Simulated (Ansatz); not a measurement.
# CeO2 (Fm-3m): a volume series of phonon spectra, part 2 of 4

Wanted: mode Grüneisen parameters of CeO2 and a free-energy fit over volumes.

Ansatz 0.2.0; DFT PBE, scalar-relativistic, plane waves, PAW.

So far. Step 2 (Probe on a coarse mesh): The start is under 5.9 GPa at this level and looks like an insulator or semiconductor on this mesh. Step 4 (Relaxing to small residual forces and stress): The residual pressure is 2.8e-4 GPa, small enough for phonons.

## 5. Phonons, V/V0 1

Phonons at this volume give one point of F(V, T); meshes stay fixed along the series.

input.yaml

```yaml
crystal:
  lattice:
    - [0.0, 2.7321247455, 2.7321247455]
    - [2.7321247455, 0.0, 2.7321247455]
    - [2.7321247455, 2.7321247455, 0.0]
  atoms:
    - { symbol: Ce, position: [0.0, 0.0, 0.0] }
    - { symbol: O, position: [0.25, 0.25, 0.25] }
    - { symbol: O, position: [0.75, 0.75, 0.75] }
kpoints:
  mp_grid: { grid: [12, 12, 12] }
hamiltonian:
  xc: pbe
scf:
  occupations: { method: fixed }
output:
  eigenvalues: true
phonons:
  method: dfpt
  dielectric: true
  rigid_motions: translations
  qmesh: [4, 4, 4]
  temperatures: { t_max: 1000, t_step: 50 }
  qpath:
    path:
      - [[0.0, 0.0, 0.0], [0.5, 0.0, 0.5], [0.625, 0.25, 0.625]]
      - [[0.375, 0.375, 0.75], [0.0, 0.0, 0.0], [0.5, 0.5, 0.5], [0.5, 0.25, 0.75], [0.5, 0.0, 0.5]]
    npoints: 10
```

Started as:

```
$ ansatz run input.yaml --threads 4 --pin off --max-ram 8192MiB --backend cpu --events-out ev --progress --plain --runs-dir out
```

Numbers of over 12 decimals in the logs are rounded to 6 here.

Output:

```text
Warning: phonons: the dynamical matrix that this run interpolates holds no multipole term above the dipole-dipole one, and a site of this crystal is no centre of inversion, so its interpolated transverse optical and acoustic branches and sound speeds can stay off near Gamma, and the density of states and the thermodynamics with them. What a run solves at a wave vector of phonons.qpoints, Gamma apart, where the deck admits one, is free of this, and under fd what a larger phonons.supercell samples
[...]
Crystal: 3 atoms, lattice volume = 40.788 Å³
Basis set: ecut = 420 eV, 821 PW (Γ), exchange–correlation on 54×54×54 points (8 copies of the dense FFT grid, shifted against one another)
Bands: 16, of which v1, the nominal top of the filled ones, is band 12 counted from 1 (11 counted from 0)
Symmetry: 48 space group operations
k-points: 280 of 1728 (irreducible under 4 space group operations, time reversal used)
[...]
SCF iter   1: F=—  HF=-7715.822924 eV  |F-HF|=—  |Δ(HF+E_count)|=         —  Δρ=4.53e-3  dr2=5.65e-3  ethr=1.77e-3  ⟨swp⟩=3.7  Hψ=20276  notcnv=0  defer=163
[...]
SCF iter  10: F=-7715.826114 eV  HF=-7715.826114 eV  |F-HF|=2.36e-11  |Δ(HF+E_count)|=  4.00e-11  Δρ=2.00e-7  dr2=2.00e-11  ethr=1.00e-12  ⟨swp⟩=8.1  Hψ=27245  notcnv=0
SCF 1 converged in 10 iterations: F = -7715.826114 eV  dr2 = 2.00e-11
[...]
NSCF: frozen V_eff on 1 k-points
DFPT response loops at Γ: preconditioner auto → none (the input reference at scf.mixing.eps_inf says where Resta's filter doesn't serve); β = 0.50; Broyden in place of MSR1
── the response to a field inside a basis, on 12×12×12 k-points: an SCF that follows is theirs, and a resumed run solves both again ──
Bands: 13, of which v1, the nominal top of the filled ones, is band 12 counted from 1 (11 counted from 0)
k-points: 182 of 1728 (irreducible under 12 space group operations)
[...]
Eigensolver: Dense (182 Hₖ)
SCF iter   1: F=—  HF=-7715.825025 eV  |F-HF|=—  |Δ(HF+E_count)|=         —  Δρ=4.69e-4  dr2=1.63e-5  ethr=1.00e-1
[...]
SCF iter   5: F=-7715.825032 eV  HF=-7715.825032 eV  |F-HF|=7.30e-9  |Δ(HF+E_count)|=   2.29e-7  Δρ=8.05e-6  dr2=8.85e-9  ethr=1.50e-9
SCF 1 converged in 5 iterations: F = -7715.825032 eV  dr2 = 8.85e-9
[...]
DFPT response loops at q = (0, 0, -0.5) (fractional): preconditioner auto → Resta (q_TF=auto, 2.497 Å⁻¹)  ε∞=5.6 (no band partly filled); β = 1.00, the filter's whole step (`scf.mixing.beta` (0.50) is not read by the response loops at its default; to damp them type it under 1.00, their step now; it binds the ground state too); Broyden in place of MSR1
[...]
SCF converged after 10 iterations
Free energy (F): -7715.826114 eV
[...]
Internal energy: -7715.826114 eV  (E = F + TS)
E sigma→0 (E₀):  -7715.826114 eV
Fermi energy:    10.727952 eV
[...]
--- Band table (eV; the first three rows and the last of 280) ---
  k-point 0: bands = [... 8 lower, 7.0159, 10.1602, 10.1602, 10.1602, 12.9318, 12.9318, 12.9318, 13.1598]
  k-point 1: bands = [... 8 lower, 7.1874, 10.0931, 10.1334, 10.1334, 12.9261, 12.9261, 12.9324, 13.1687]
  k-point 2: bands = [... 8 lower, 7.6495, 9.9337, 10.0673, 10.0673, 12.9063, 12.9063, 12.9340, 13.1919]
  k-point 279: bands = [... 8 lower, 9.6935, 9.6935, 10.0483, 10.1084, 12.6940, 12.8033, 12.8033, 13.0367]
--- Phonons (Γ-DFPT): 2 representative perturbations + reference, on 280 of 1728 k-points (Σ response iterations 10) ---
  k mesh reduced under 4 symmetry operations, with k and −k counted as one. Each operation leaves every solved perturbation unchanged. A smaller set is not considered because the run solves the response to a homogeneous field
  ASR residual: 1.751e-4 → 0.000e0 eV/Å²; symmetrization residual: 8.185e-7 eV/Å²
  ASR residual per site (eV/Å²): 1.75e-4 8.02e-5 8.02e-5
  Γ frequencies (cm⁻¹): 0.00 0.00 0.00 253.99 253.99 253.99 417.69 417.69 417.69
  ε∞ (high-frequency dielectric tensor):
        7.864319     0.000000    -0.000000
        0.000000     7.864319     0.000000
       -0.000000     0.000000     7.864319
  ε⁰ (static dielectric tensor: ions relaxed, cell fixed):
       31.639251    -0.000000     0.000000
       -0.000000    31.639251     0.000000
        0.000000     0.000000    31.639251
  ε⁰ − ε∞ (ionic part):
       23.774933    -0.000000     0.000000
       -0.000000    23.774933     0.000000
        0.000000     0.000000    23.774933
  softest optical mode at Γ: 253.99 cm⁻¹; the repairs (sum rule, projections) moved no ω² at Γ by more than (1.22 cm⁻¹)²
  Born effective charges Z* (e; rows j = field, columns β = displacement):
    site 0:
         5.75474    0.00000    0.00000
         0.00000    5.75474    0.00000
         0.00000    0.00000    5.75474
    site 1:
        -2.87737   -0.00000   -0.00000
        -0.00000   -2.87737   -0.00000
        -0.00000   -0.00000   -2.87737
    site 2:
        -2.87737   -0.00000   -0.00000
        -0.00000   -2.87737   -0.00000
        -0.00000   -0.00000   -2.87737
  Z* charge neutrality: 3.050e-3 e pre-enforcement
  solved inside a basis spanned on kpoints, on 12×12×12 k-points, its susceptibility summed on 16×16×16: ε∞ is read to err by 2.5e-2, Z* by 2.0e-2 e (field_mesh: kpoints solves on kpoints); Z* is corrected for what the basis lacks
  optical modes at Γ without the LO–TO term, one row a degenerate level:
      ω (cm⁻¹)  modes    IR ((D/Å)²/amu)
        253.99      3            87.9914
        417.69      3             0.0000
  optical modes at Γ + LO–TO along q̂ = [1.0000, 0.0000, 0.0000]:
      ω (cm⁻¹)  modes    IR ((D/Å)²/amu)
        253.99      2            58.6610
        417.69      3             0.0000
        509.44      1            29.3305
  optical modes at Γ + LO–TO along q̂ = [0.0000, 1.0000, 0.0000]:
      ω (cm⁻¹)  modes    IR ((D/Å)²/amu)
        253.99      2            58.6610
        417.69      3             0.0000
        509.44      1            29.3305
  optical modes at Γ + LO–TO along q̂ = [0.0000, 0.0000, 1.0000]:
      ω (cm⁻¹)  modes    IR ((D/Å)²/amu)
        253.99      2            58.6610
        417.69      3             0.0000
        509.44      1            29.3305
--- Phonons (arbitrary-q DFPT): 8 irreducible q on the 4×4×4 mesh ---
  q = [0.0000, 0.0000, 0.0000] (star 1, of the zone-centre solve; hermiticity 2.35e-7, symmetrization 5.30e-9): -0.00 -0.00 0.00 253.99 253.99 253.99 417.69 417.69 417.69
  q = [0.0000, 0.0000, 0.2500] (star 8, 2 solved perturbations on 936 of 1728 k-point pairs; hermiticity 1.16e-7, symmetrization 4.53e-13): 83.36 83.36 139.30 273.86 273.86 396.77 396.77 397.97 501.73
[...]
q = [0.0000, 0.2500, 0.2500] (star 6, 4 solved perturbations in 1608 linear systems a pass and spin channel, the states on 510 of 1728 k-point pairs; hermiticity 2.23e-8, symmetrization 7.22e-14): 77.57 77.57 182.39 232.23 232.23 316.16 422.32 422.32 531.67
[...]
sum rule: each row above includes the acoustic sum rule's correction from the zone centre's row sums; it moved no ω² by more than (1.17 cm⁻¹)²
  mesh force constants: q→R imaginary residual 3.80e-18; ASR residual 1.751e-4 → 0.000e0 eV/Å²; symmetrization residual 3.553e-15 eV/Å²
  interpolated dispersion: 63 rows × 9 modes
  density of states and harmonic sums: on the 20×20×20 q-mesh, interpolated from the force constants of a 4×4×4 supercell (with the dipole–dipole term)
  largest difference from the sums on the solved wave vectors: F 1.11e-2 eV, S 1.51e-5 and C_V 3.96e-6 eV/K
  zero-point energy: 0.158128 eV/cell   skipped modes (ω ≤ 0): 3   left out of the sums: 4.17e-5 of the cell's modes: C_V's classical limit lies that fraction below 3 k_B per atom; for a crystal, a wire or a layer, F and S can be off by more, and a phonons.interpolated_qmesh denser along its periods is the remedy for the sampling
```

It took 5.6 min on 4 threads of Arm Neoverse V2, shared host; peak memory 3.1 GiB; 22 min of CPU time.

This step gave:

- lowest frequency on the path: 0 cm⁻¹
- zero-point energy: 0.1581 eV/cell
- point group: m-3m
- highest frequency: 556.7 cm⁻¹
- Debye temperature from the second moment: 584 K

LO-TO term included. Phonon branches along the path, in cm⁻¹:

| point | branch 1 | branch 2 | branch 3 | branch 4 | branch 5 | branch 6 | branch 7 | branch 8 | branch 9 |
| --- | --- | --- | --- | --- | --- | --- | --- | --- | --- |
| Γ | 0 | 0 | 0 | 254 | 254 | 418 | 418 | 418 | 509 |
| halfway | 78 | 78 | 182 | 232 | 232 | 316 | 422 | 422 | 532 |
| X | 123 | 123 | 148 | 206 | 206 | 247 | 424 | 424 | 557 |
| halfway | 122 | 134 | 152 | 206 | 219 | 249 | 419 | 426 | 553 |
| U | 119 | 157 | 164 | 196 | 252 | 264 | 402 | 430 | 542 |
| jump to K | 119 | 157 | 164 | 196 | 252 | 264 | 402 | 430 | 542 |
| halfway | 96 | 100 | 160 | 229 | 308 | 365 | 366 | 430 | 507 |
| Γ | 0 | 0 | 0 | 254 | 254 | 418 | 418 | 418 | 509 |
| halfway | 83 | 83 | 139 | 274 | 274 | 397 | 397 | 398 | 502 |
| L | 109 | 109 | 194 | 322 | 322 | 354 | 354 | 387 | 488 |
| halfway | 114 | 152 | 183 | 233 | 258 | 344 | 354 | 432 | 521 |
| W | 123 | 174 | 182 | 184 | 184 | 344 | 344 | 450 | 540 |
| halfway | 123 | 143 | 157 | 198 | 217 | 268 | 404 | 437 | 549 |
| X | 123 | 123 | 148 | 206 | 206 | 247 | 424 | 424 | 557 |

The phonon branches as a text plot (rows in cm⁻¹):

```
    545 |       ************                            *********
    522 | ******            ****                     ***
    499 |*                      *********************
    476 |
    452 |                                               ******
    429 |*******************************             ***      ***
    406 | **            ***       ****  *****      **        **
    383 |   *              *     *           ******         *
    360 |    **             *** *              *********   *
    336 |                      *                   *********
    313 |      *             ** *              *****
    290 |                  **    *           **    **       **
    267 |       *        ***      ****   ****       ***       *
    244 |******* **********      ********             **       **
    220 |       ****   **      **                      **    ***
    197 |       * *************                 ******  ** ******
    174 |      *          ******              **      *******
    151 |    **     ******* *   *           **       **     *****
    128 |   *       ******** *** *         *       **  **********
    104 |        ***        ***** **         **********
     81 |  *   **                ****     ***
     58 |   ***                   ***    **
     35 | **                        **  **
     12 |**                          ****
         Γ           X  U|K            Γ         L        W     X
```

The phonon density of states has structure finer than the step of the table below, so its rows give means over 20 cm⁻¹, whole bins alone (the curve runs from 2.5 to 558 cm⁻¹). Peaks (cm⁻¹: height): 112.5: 0.0574, 187.5: 0.0418, 427.5: 0.0434, 507.5: 0.0254.

Tetrahedra on 20 20 20, mean over bins of 5 cm⁻¹. Table of phonon density of states by wavenumber; means over each step:

wavenumber (cm⁻¹), phonon density of states (1/cm⁻¹/cell) and a bar:
```
       20     0.0004 
       40     0.0017 #
       60     0.0040 ###
       80     0.0082 ######
      100     0.0240 ##################
      120     0.0400 ##############################
      140     0.0153 ###########
      160     0.0178 #############
      180     0.0319 ########################
      200     0.0248 ###################
      220     0.0202 ###############
      240     0.0214 ################
      260     0.0211 ################
      280     0.0173 #############
      300     0.0165 ############
      320     0.0151 ###########
      340     0.0127 #########
      360     0.0168 #############
      380     0.0157 ############
      400     0.0195 ###############
      420     0.0357 ###########################
      440     0.0192 ##############
      460     0.0004 
      480     0.0002 
      500     0.0111 ########
      520     0.0200 ###############
      540     0.0168 ############
```

Harmonic. Thermo, by row:

| T (K) | F_vib (meV/atom) | S (J/mol-atom/K) | C_V (J/mol-atom/K) |
| --- | --- | --- | --- |
| 0 | 52.71 | 0 | 0 |
| 50 | 52.54 | 1.295 | 3.278 |
| 100 | 50.83 | 5.543 | 9.554 |
| 150 | 46.7 | 10.38 | 14.36 |
| 200 | 40.11 | 14.99 | 17.57 |
| 250 | 31.24 | 19.15 | 19.63 |
| 300 | 20.34 | 22.86 | 20.99 |
| 350 | 7.62 | 26.16 | 21.91 |
| 400 | -6.72 | 29.13 | 22.55 |
| 450 | -22.52 | 31.82 | 23.01 |
| 500 | -39.65 | 34.26 | 23.35 |
| 550 | -57.99 | 36.5 | 23.61 |
| 600 | -77.45 | 38.56 | 23.81 |
| 650 | -97.94 | 40.47 | 23.98 |
| 700 | -119.4 | 42.26 | 24.1 |
| 750 | -141.7 | 43.92 | 24.21 |
| 800 | -164.9 | 45.49 | 24.3 |
| 850 | -188.8 | 46.96 | 24.37 |
| 900 | -213.5 | 48.36 | 24.43 |
| 950 | -238.9 | 49.68 | 24.48 |
| 1000 | -265 | 50.94 | 24.52 |

The modes has structure finer than the step of the table below, so its rows give means over 20 cm⁻¹, whole bins alone (the curve runs from -10 to 583 cm⁻¹). Peaks (cm⁻¹: height): Ce 113.1: 0.0501, 183.9: 0.0270; O 265.9: 0.0189, 426.3: 0.0409, 534.4: 0.0200.

Phonopy on the run's constants, 17x17x17 mesh, Gaussian sigma 4.2 cm⁻¹. Modes against wavenumber; means over each step; values in 1/cm⁻¹/cell:

| wavenumber (cm⁻¹) | Ce | O |
| --- | --- | --- |
| 0 | 3.2e-5 | 6.3e-6 |
| 20 | 3.7e-4 | 8.1e-5 |
| 40 | 0.00145 | 2.9e-4 |
| 60 | 0.00340 | 6.0e-4 |
| 80 | 0.00732 | 9.9e-4 |
| 100 | 0.0231 | 0.00148 |
| 120 | 0.0379 | 0.00128 |
| 140 | 0.0141 | 0.00130 |
| 160 | 0.0129 | 0.00520 |
| 180 | 0.0212 | 0.0101 |
| 200 | 0.0116 | 0.0140 |
| 220 | 0.00430 | 0.0157 |
| 240 | 0.00380 | 0.0177 |
| 260 | 0.00289 | 0.0183 |
| 280 | 0.00124 | 0.0157 |
| 300 | 7.3e-4 | 0.0154 |
| 320 | 4.6e-4 | 0.0146 |
| 340 | 3.3e-4 | 0.0135 |
| 360 | 1.3e-4 | 0.0157 |
| 380 | 1.0e-4 | 0.0157 |
| 400 | 2.0e-4 | 0.0195 |
| 420 | 3.7e-4 | 0.0351 |
| 440 | 2.0e-4 | 0.0191 |
| 460 | 2.7e-6 | 7.1e-4 |
| 480 | 5.5e-6 | 3.1e-4 |
| 500 | 7.5e-4 | 0.0104 |
| 520 | 8.8e-4 | 0.0189 |
| 540 | 2.2e-4 | 0.0163 |
| 560 | 1.2e-5 | 0.00230 |

Born charge (rows field, columns displacement) (e), principal values of the symmetric part by kind of site:

| atom | atoms with these values | low | middle | high | mean |
| --- | --- | --- | --- | --- | --- |
| Ce1 | 1 | 5.75 | 5.75 | 5.75 | 5.75 |
| O2 | 2 | -2.88 | -2.88 | -2.88 | -2.88 |

In full for O2:

```
-2.88  0.00  0.00
 0.00 -2.88  0.00
 0.00  0.00 -2.88
```

ε∞:

```
7.86 0.00 0.00
0.00 7.86 0.00
0.00 0.00 7.86
```

No LO-TO term. The modes at Γ (shares of kinetic energy by element, %):

| mode | frequency (cm⁻¹) | symmetry | Ce % | O % |
| --- | --- | --- | --- | --- |
| 1 | 0.0 | T1u | 81 | 19 |
| 2 | 0.0 | T1u | 81 | 19 |
| 3 | 0.0 | T1u | 81 | 19 |
| 4 | 254.0 | T1u | 19 | 81 |
| 5 | 254.0 | T1u | 19 | 81 |
| 6 | 254.0 | T1u | 19 | 81 |
| 7 | 417.7 | T2g | 0 | 100 |
| 8 | 417.7 | T2g | 0 | 100 |
| 9 | 417.7 | T2g | 0 | 100 |

Displacements in mode 4 (254.0 cm⁻¹), the largest set to 1:
```
Ce1 -0.23  0.12  0.06
O2   1.00 -0.54 -0.27
O3   1.00 -0.54 -0.27
```

Displacements in mode 8 (417.7 cm⁻¹), the largest set to 1:
```
Ce1  0.00  0.00  0.00
O2   1.00 -0.32  0.26
O3  -1.00  0.32 -0.26
```

No mode is imaginary beyond numerical noise at the solved wavevectors.

## 6. Single point at a scaled cell, V/V0 1.015

Symmetry fixes every atom, so a single point at the scaled cell gives the energy and pressure of this member.

The cell differs from the one that the last finished run ended in (a 3.864 → 3.883 Å, b 3.864 → 3.883 Å, c 3.864 → 3.883 Å).

input.yaml, the sections that differ from step 5:

```yaml
crystal:
  lattice:
    - [0.0, 2.7457176297, 2.7457176297]
    - [2.7457176297, 0.0, 2.7457176297]
    - [2.7457176297, 2.7457176297, 0.0]
  atoms:
    - { symbol: Ce, position: [0.0, 0.0, 0.0] }
    - { symbol: O, position: [0.25, 0.25, 0.25] }
    - { symbol: O, position: [0.75, 0.75, 0.75] }
output:
  forces: true
  stress: true
  eigenvalues: true
# kpoints, hamiltonian, scf: as in step 5
# phonons: removed
```

Output:

```text
[...]
Crystal: 3 atoms, lattice volume = 41.400 Å³
Basis set: ecut = 420 eV, 869 PW (Γ), exchange–correlation on 54×54×54 points (8 copies of the dense FFT grid, shifted against one another)
Bands: 16, of which v1, the nominal top of the filled ones, is band 12 counted from 1 (11 counted from 0)
Symmetry: 48 space group operations
[...]
k-points: 72 of 1728
[...]
SCF iter   1: F=—  HF=-7715.818148 eV  |F-HF|=—  |Δ(HF+E_count)|=         —  Δρ=4.71e-3  dr2=6.73e-3  ethr=1.77e-3  ⟨swp⟩=3.4  Hψ=5176  notcnv=0  defer=32
[...]
SCF iter   7: F=-7715.821291 eV  HF=-7715.821291 eV  |F-HF|=2.17e-9  |Δ(HF+E_count)|=   1.42e-7  Δρ=4.53e-6  dr2=9.21e-9  ethr=4.17e-10  ⟨swp⟩=6.0  Hψ=6323  notcnv=0
SCF 1 converged in 7 iterations: F = -7715.821291 eV  dr2 = 9.21e-9
[...]
SCF converged after 7 iterations
Free energy (F): -7715.821291 eV
[...]
Internal energy: -7715.821291 eV  (E = F + TS)
E sigma→0 (E₀):  -7715.821291 eV
Fermi energy:    10.491517 eV
[...]
--- Stress (GPa, compression-positive) ---
       -2.503289       0.000000      -0.000000
        0.000000      -2.503289      -0.000000
        0.000000       0.000000      -2.503289
  P = ⅓ Tr σ = -2.5033 GPa (-25.033 kbar)
--- Band table (eV; the first three rows and the last of 72) ---
  k-point 0: bands = [... 8 lower, 6.8643, 9.9457, 9.9457, 9.9457, 12.6404, 12.6404, 12.6404, 12.8574]
  k-point 1: bands = [... 8 lower, 7.0307, 9.8801, 9.9203, 9.9203, 12.6351, 12.6351, 12.6409, 12.8663]
  k-point 2: bands = [... 8 lower, 7.4792, 9.7205, 9.8544, 9.8544, 12.6163, 12.6163, 12.6425, 12.8897]
  k-point 71: bands = [... 8 lower, 9.4722, 9.4722, 9.8402, 9.9013, 12.4119, 12.5151, 12.5151, 12.7426]
```

It took 0.76 s on 4 threads; peak memory 0.42 GiB; 2.5 s of CPU time.

Numbers from this step:

```
pressure          : -2.503 GPa
gap on the k-mesh : 1.855 eV
volume per atom   : 13.80 Å³
```

At this level the gap is 1.86 eV on the k-mesh of the self-consistent run, which can miss the band edges.

(Continued in part 3 of 4.)

[Logs are printed without paths, hosts, clocks, repeated set-up lines and the standing remarks that a program may print on its own settings, such as how far it seeks lower states.]

[Hosts, paths, dates, database ids (printed as entryN), source tags and the programs' standing remarks are cut or masked in the printed files.]

[A step with changed settings may run another functional than the one named; its input shows which.]

[Of the runs on displaced cells, only some may be shown.]
